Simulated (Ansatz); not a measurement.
## CsSbSe3 (model cell, started as cubic perovskite with Sb in the octahedra): following an unstable mode

Wanted: the energy along a soft mode of CsSbSe3 (model cell, started as cubic perovskite with Sb in the octahedra) and the structure at the end.

Program: Ansatz 0.2.0. Level of theory: DFT PBEsol, scalar-relativistic, plane waves, PAW; PAW set soft_1. Results are calculated unless marked as measured.

This is a report of a sequence of runs, with most program output left out.

The structure was built from a prototype and need not be the compound's stable phase.

## 1. The starting structure

The structure is cubic, space group Pm-3m (No. 221). The conventional cell has a = 5.382 Å, b = 5.382 Å, c = 5.382 Å, α = 90.00°, β = 90.00°, γ = 90.00°. Nearest to Cs lie 12 Se at 3.81 Å. Nearest to Sb lie 6 Se at 2.69 Å. Se has 2 Sb at 2.69 Å and 4 Cs at 3.81 Å nearest. Farther neighbours and most contacts between anions are not listed.

## 2. Response at finite wavevector

The cell comes from relaxations at this level that are not shown. Stability and thermal properties need the whole zone. Linear response on a 2×2×2 q mesh gives force constants as far as a supercell of that size would.

input.yaml

```yaml
crystal:
  lattice:
    - [5.3818518704, 0.0, 0.0]
    - [0.0, 5.3818518704, 0.0]
    - [0.0, 0.0, 5.3818518704]
  atoms:
    - { symbol: Cs, position: [0.0, 0.0, 0.0] }
    - { symbol: Sb, position: [0.5, 0.5, 0.5] }
    - { symbol: Se, position: [0.5, 0.5, 0.0] }
    - { symbol: Se, position: [0.5, 0.0, 0.5] }
    - { symbol: Se, position: [0.0, 0.5, 0.5] }
kpoints:
  mp_grid: { grid: [8, 8, 8] }
hamiltonian:
  xc: pbesol
  pseudopotentials: { kind: paw, azcp: { folder: soft_1 }, xc_functional: pbe }
scf:
  occupations: { method: methfessel_paxton, width: 0.2 }
output:
  eigenvalues: true
phonons:
  method: dfpt
  qmesh: [2, 2, 2]
  temperatures: { t_max: 1000, t_step: 50 }
  qpath:
    path:
      - [[0.0, 0.0, 0.0], [0.0, 0.5, 0.0], [0.5, 0.5, 0.0], [0.0, 0.0, 0.0], [0.5, 0.5, 0.5], [0.0, 0.5, 0.0]]
      - [[0.5, 0.5, 0.5], [0.5, 0.5, 0.0]]
    npoints: 10
```

Run with:

```sh
$ ansatz run input.yaml --threads 8 --pin off --max-ram 16384MiB --backend cpu --events-out ev --progress --plain --runs-dir out
```

It took 4.2 min on 8 threads of Arm Neoverse V2, shared host; peak memory 2.5 GiB; 32 min of CPU time.

Numbers from this step:

```yaml
volume_per_atom: 31.18 Å³
gap_on_the_k_mesh: 0 eV
sum_rule_residual_before_enforcement: 2.03e-4 eV/Å²
lowest_frequency_on_the_path: -67.88 cm⁻¹
point_group: m-3m
highest_frequency_on_the_path_or_at_a_solved_wavevector: 165.5 cm⁻¹
highest_optical_mode_at_the_zone_centre_no_lo_to_term: 96.85 cm⁻¹
lowest_optical_zone_centre_mode: -65.66 cm⁻¹
lowest_mode_on_the_q_mesh_acoustic_modes_at_gamma_apart: -67.88 cm⁻¹
```

Frequencies (cm⁻¹) solved at each irreducible wavevector; negative means imaginary. Frequencies by wavevector, by row:

```
q in reciprocal lattice units  star  mode 1  mode 2  mode 3  mode 4  mode 13  mode 14  mode 15
                        0 0 0     1   -65.7   -65.7   -65.7       0     96.8     96.8     96.8
                     0 0 -0.5     3   -67.9   -63.4   -49.7   -49.7    106.6    129.2    142.7
                  0 -0.5 -0.5     3   -65.4   -65.4   -34.5   -34.4    131.5    134.3    152.7
               -0.5 -0.5 -0.5     1   -57.5   -57.5   -57.5    33.6    134.1    134.1    165.5
```

Interpolated from a 2×2×2 q mesh. The phonon branches at the labelled points (cm⁻¹):

```
    point  branch 1  branch 2  branch 3  branch 4  branch 12  branch 13  branch 14  branch 15
        Γ       -66       -66       -66         0         66         97         97         97
  halfway       -62       -60       -60       -43         89        102        102        123
        X       -68       -63       -50       -50        107        107        129        143
  halfway       -66       -51       -51       -44        108        126        130        146
        M       -65       -65       -34       -34        132        132        134        153
  halfway       -58       -56       -55       -45         91        105        122        130
        Γ       -66       -66       -66         0         66         97         97         97
  halfway       -55       -55       -52       -33         92        123        123        137
        R       -58       -58       -58        34        132        134        134        166
  halfway       -58       -55       -55       -28        124        128        131        150
        X       -68       -63       -50       -50        107        107        129        143
jump to R       -58       -58       -58        34        132        134        134        166
  halfway       -61       -61       -48       -13        132        132        134        158
        M       -65       -65       -34       -34        132        132        134        153
```

Symmetry leaves 4 wavevectors to solve. The lowest mode among them, the acoustic zeros apart, lies at q = (0, 0, -0.5) and is imaginary, 67.9i cm⁻¹, so the energy falls along it.

## 3. The mode frozen in, largest atomic shift 0 Å

The mode followed lies at Γ with frequency 65.7i cm⁻¹ and is 3-fold degenerate, one of the unstable modes though not the softest. At small amplitude the distorted cell has space group no. 99 by a symmetry search on the positions. The undistorted cell that holds it gives the zero of energy on the same k mesh.

input.yaml, the sections that differ from step 2:

```yaml
output:
  forces: true
  stress: true
  eigenvalues: true
# crystal, kpoints, hamiltonian, scf: as in step 2
# phonons: removed
```

It took 2.2 s on 8 threads; peak memory 0.73 GiB; 16 s of CPU time.

This step gave:

| Item | Value |
| --- | --- |
| pressure | -8.36e-4 GPa |
| energy from the undistorted cell | 0 meV/atom |

The run ends at a pressure of 0.00 GPa.

## 4. The mode frozen in, largest atomic shift 0.32 Å

The atoms are moved along the unstable eigenvector, the largest shift by 0.32 Å, with the cell fixed.

input.yaml, the sections that differ from step 3:

```yaml
crystal:
  lattice:
    - [5.3818518704, 0.0, 0.0]
    - [0.0, 5.3818518704, 0.0]
    - [0.0, 0.0, 5.3818518704]
  atoms:
    - { symbol: Cs, position: [0.0, 0.0150066373, 0.0] }
    - { symbol: Sb, position: [0.5, 0.4405409127, 0.5] }
    - { symbol: Se, position: [0.5, 0.5464822115, 0.0] }
    - { symbol: Se, position: [0.5, -0.0265441604, 0.5] }
    - { symbol: Se, position: [0.0, 0.5464822115, 0.5] }
# kpoints, hamiltonian, scf, output: as in step 3
```

The job ended after 6.9 s (8 threads; peak memory 0.79 GiB; 53 s of CPU time).

Numbers from this step:

| Quantity | Value |
| --- | --- |
| pressure | -0.3446 GPa |
| energy from the undistorted cell | -26.43 meV/atom |

The energy, extrapolated to zero smearing, is -26.43 meV/atom against the undistorted cell.

The run ends at a pressure of -0.34 GPa, with forces up to 0.19 eV/Å.

## 5. Energy along the mode, all amplitudes (two of the runs are shown above)

An imaginary frequency means negative curvature, so the energy should fall and then rise again as anharmonic terms take over.

Numbers from this step:

```
depth at the lowest point sampled  : 26.43 meV/atom
largest atomic shift at that point : 0.32 Å
```

Energy from the parent against largest atomic shift:

```
largest atomic shift (Å)  energy from the parent (meV/atom)
                   0.000                                  0
                   0.040                             -0.617
                   0.080                              -2.42
                   0.140                              -7.05
                   0.220                              -15.6
                   0.320                              -26.4
                   0.450                              -25.2
                   0.600                               22.6
```

Displacement at unit largest shift by atom:

```
atom  x (Å)  y (Å)  z (Å)  size
 Cs1   0.00   0.25   0.00  0.25
 Sb2   0.00  -1.00   0.00  1.00
 Se3   0.00   0.78   0.00  0.78
 Se4   0.00  -0.45   0.00  0.45
 Se5   0.00   0.78   0.00  0.78
```

The lowest of the steps tried is at 0.32 Å, 26.4 meV/atom below the parent; the bottom of the well need not coincide with a step.

## 6. Relaxation from the frozen mode

Starting from the lowest point found, all atoms and the cell are let go, so that strain and other modes of the same symmetry can join in.

Edit input.yaml of step 4 so:

```diff
@@ -22 +22,6 @@
   eigenvalues: true
+relax:
+  adjacent_minimum: "off"
+  f_tol: 0.002
+  max_steps: 120
+  cell: { stress_tol: 0.03 }
```

It took 99 s on 8 threads; peak memory 0.87 GiB.

Relaxation path:

```
step  energy less that of the first step (eV)  largest force component (eV/Å)  pressure (GPa)  volume (Å³)
   1                                   0.0000                          0.1930           -0.34       155.88
   2                                  -0.1520                          0.5528           -0.52       153.88
   3                                  -0.2278                          0.8572            0.48       149.47
   4                                  -0.2830                          0.1119            0.32       152.24
   5                                  -0.3018                          0.0583            0.07       154.95
   6                                  -0.3064                          0.0658            0.10       155.63
   7                                  -0.3073                          0.0303            0.05       156.55
   8                                  -0.3073                          0.0081           -0.02       156.70
   9                                  -0.3073                          0.0009            0.00       156.67
 10*                                  -0.3096                          0.0009            0.03       156.67
  11                                  -0.3098                          0.0033            0.01       157.17
  12                                  -0.3098                          0.0007            0.00       157.34
 13*                                  -0.3099                          0.0007            0.00       157.34
```

Relaxation steps marked * repeat the geometry before them on a plane-wave basis chosen anew for their cell, so energy and pressure can jump there.

Forces are held to the 8 operations that the run works with; a distortion that breaks them can't arise in this run.

```
     cell as run  before  after   change
           a (Å)   5.382  5.053   -6.1 %
           b (Å)   5.382  6.163  +14.5 %
           c (Å)   5.382  5.053   -6.1 %
volume (Å³/atom)   31.18  31.47   +0.9 %
```

The atoms that moved most (Å, as changes of fractional coordinates times the final cell):

```
atom     dx      dy     dz  length
 Sb2  0.000  -0.277  0.000   0.277
 Se4  0.000   0.151  0.000   0.151
 Se3  0.000   0.050  0.000   0.050
 Se5  0.000   0.050  0.000   0.050
 Cs1  0.000   0.026  0.000   0.026
```

Final coordinates:

```xyz
5
Lattice="5.0529 0.0000 0.0000 0.0000 6.1626 0.0000 0.0000 0.0000 5.0529" Properties=species:S:1:pos:R:3 pbc="T T T"
Cs    0.0000    0.1183    0.0000
Sb    2.5265    2.4381    2.5265
Se    2.5265    3.4176    0.0000
Se    2.5265   -0.0124    2.5265
Se    0.0000    3.4176    2.5265
```

Numbers from this step:

| Quantity | Value |
| --- | --- |
| pressure | 0.001204 GPa |
| volume per atom | 31.47 Å³ |

The distorted start has space group P4mm; the relaxation ends in P4mm.

## 7. The new phase in its own primitive cell

The relaxed structure is symmetrised, reduced to its primitive cell and relaxed tightly, as its phonons need.

input.yaml, the sections that differ from step 6:

```yaml
crystal:
  lattice:
    - [5.0529343919, 0.0, 0.0]
    - [0.0, 5.0529343919, 0.0]
    - [0.0, 0.0, 6.1625824257]
  atoms:
    - { symbol: Cs, position: [0.0, 0.0, 0.980808413] }
    - { symbol: Sb, position: [0.5, 0.5, 0.6043729386] }
    - { symbol: Se, position: [0.5, 0.0, 0.4454199884] }
    - { symbol: Se, position: [0.5, 0.5, 0.0020108589] }
    - { symbol: Se, position: [0.0, 0.5, 0.4454199884] }
kpoints:
  mp_grid: { grid: [8, 8, 6] }
relax:
  adjacent_minimum: "off"
  f_tol: 0.001
  max_steps: 60
  cell: { stress_tol: 0.01 }
# hamiltonian, scf, output: as in step 6
```

Wall time 24 s (8 threads); peak memory 0.81 GiB; 3.1 min of CPU time.

Little changed from the start: no atom moved by 0.005 Å and no cell edge by 0.1 %.

This step gave:

| Item | Value |
| --- | --- |
| pressure | -0.001578 GPa |

The largest force component left is 0.86 meV/Å and the pressure is -0.002 GPa, within the tolerances set. The cell now holds 31.47 Å³/atom.

## 8. Modes of the new phase, k-mesh 8×8×6

A relaxed structure may still be a saddle point, so its zone-centre modes are computed. No field response is asked, since the mesh shows no gap.

input.yaml, the sections that differ from step 7:

```yaml
crystal:
  lattice:
    - [5.05372599, 0.0, 0.0]
    - [0.0, 5.05372599, 0.0]
    - [0.0, 0.0, 6.1602871211]
  atoms:
    - { symbol: Cs, position: [0.0, 0.0, 0.9808092559] }
    - { symbol: Sb, position: [0.5, 0.5, 0.6042443134] }
    - { symbol: Se, position: [0.5, 0.0, 0.4454359861] }
    - { symbol: Se, position: [0.5, 0.5, 0.0021066458] }
    - { symbol: Se, position: [0.0, 0.5, 0.4454359861] }
output:
  eigenvalues: true
phonons:
  method: dfpt
# kpoints, hamiltonian, scf: as in step 7
# relax: removed
```

Wall time 1.7 min (8 threads); peak memory 2.5 GiB.

Numbers from this step:

- sum-rule residual before enforcement: 6.42e-5 eV/Å²
- point group: 4mm
- highest optical mode at the zone centre (no LO-TO term): 246 cm⁻¹
- lowest optical zone-centre mode: -43.42 cm⁻¹

Patterns of degenerate modes are one choice out of their space. Modes at Γ, with each element's share of the kinetic energy (negative means imaginary):

```
mode  frequency (cm⁻¹)  symmetry  Cs %  Sb %  Se %
   1             -43.4         E     0    14    86
   2             -43.4         E     0    14    86
   3               0.0  acoustic    27    25    48
   4               0.0  acoustic    27    25    48
   5               0.0  acoustic    27    25    48
   6              44.4         E    37    13    51
   7              44.4         E    37    13    51
   8              45.3        A1    73    10    17
   9              95.1         E    36     1    63
  10              95.1         E    36     1    63
  11              96.4        B1     0     0   100
  12             128.8         E     0    47    53
  13             128.8         E     0    47    53
  14             129.9        A1     0    17    83
  15             246.0        A1     0    49    51
```

Displacements in mode 2 (-43.4 cm⁻¹), the largest set to 1:
```
Cs1  0.00  0.02  0.00
Sb2 -0.01 -0.36  0.00
Se3  0.02 -0.44  0.00
Se4  0.00 -0.02  0.00
Se5 -0.01  1.00  0.00
```

Displacements in mode 15 (246.0 cm⁻¹), the largest set to 1:
```
Cs1  0.00  0.00  0.01
Sb2  0.00  0.00 -0.79
Se3  0.00  0.00  0.10
Se4  0.00  0.00  1.00
Se5  0.00  0.00  0.10
```

Before it was imposed, the acoustic sum rule was missed by 6.4e-5 eV/Å². Small misses are needed for a sound result but don't prove that mesh and cutoff are converged. The lowest optical mode is imaginary, 43.4i cm⁻¹, so the energy falls along it.

## 9. What came out

```json
{
  "unstable mode of the parent": "q = (0, 0, 0), 66i cm⁻¹",
  "depth at the lowest point sampled": "26.4 meV/atom",
  "largest atomic shift at that point": "0.32 Å",
  "space group reached (within 0.01 Å)": "P4mm",
  "energy gained over the parent (first relaxation, on the mesh of the frozen mode)": "87.6 meV/atom",
  "volume per atom, phase reached": "31.5 Å³",
  "lowest optical zone-centre mode, phase reached": "-43.4 cm⁻¹",
  "highest optical mode at the zone centre (no LO-TO term), phase reached": "246 cm⁻¹"
}
```

What this shows: Along this mode the structure falls into P4mm, 87.6 meV/atom below the parent. At the parent's cell the well is 26.43 meV/atom deep on the steps tried, with its lowest point at a shift of 0.32 Å. Relaxing atoms and cell changes the gain by +61.16 meV/atom against the lowest step (energies at zero smearing). Most of the total comes from this relaxation. The new phase still has an imaginary mode at the zone centre of its cell, so it is a saddle point on the way to a lower structure. Of the 4 patterns followed to their end from this parent, this one ends 40.4 meV/atom above the lowest, Amm2. Each path keeps the symmetry of its pattern, so a lower phase may lie along a pattern not tried. With no gap, or one that is small against the smearing, the frequencies hang on the k mesh and the smearing, most of all near Kohn anomalies. Spin-orbit coupling is left out, which can matter for the heavy elements here. The PAW files were made for PBE and serve the other functionals too. The starting cell was built on a prototype and not taken from a measurement, so the phase need not exist.

[Logs are printed without paths, hosts, clocks, repeated set-up lines and the standing remarks that a program may print on its own settings, such as how far it seeks lower states.]

[Hosts, paths, dates, database ids (printed as entryN), source tags and the programs' standing remarks are cut or masked in the printed files.]
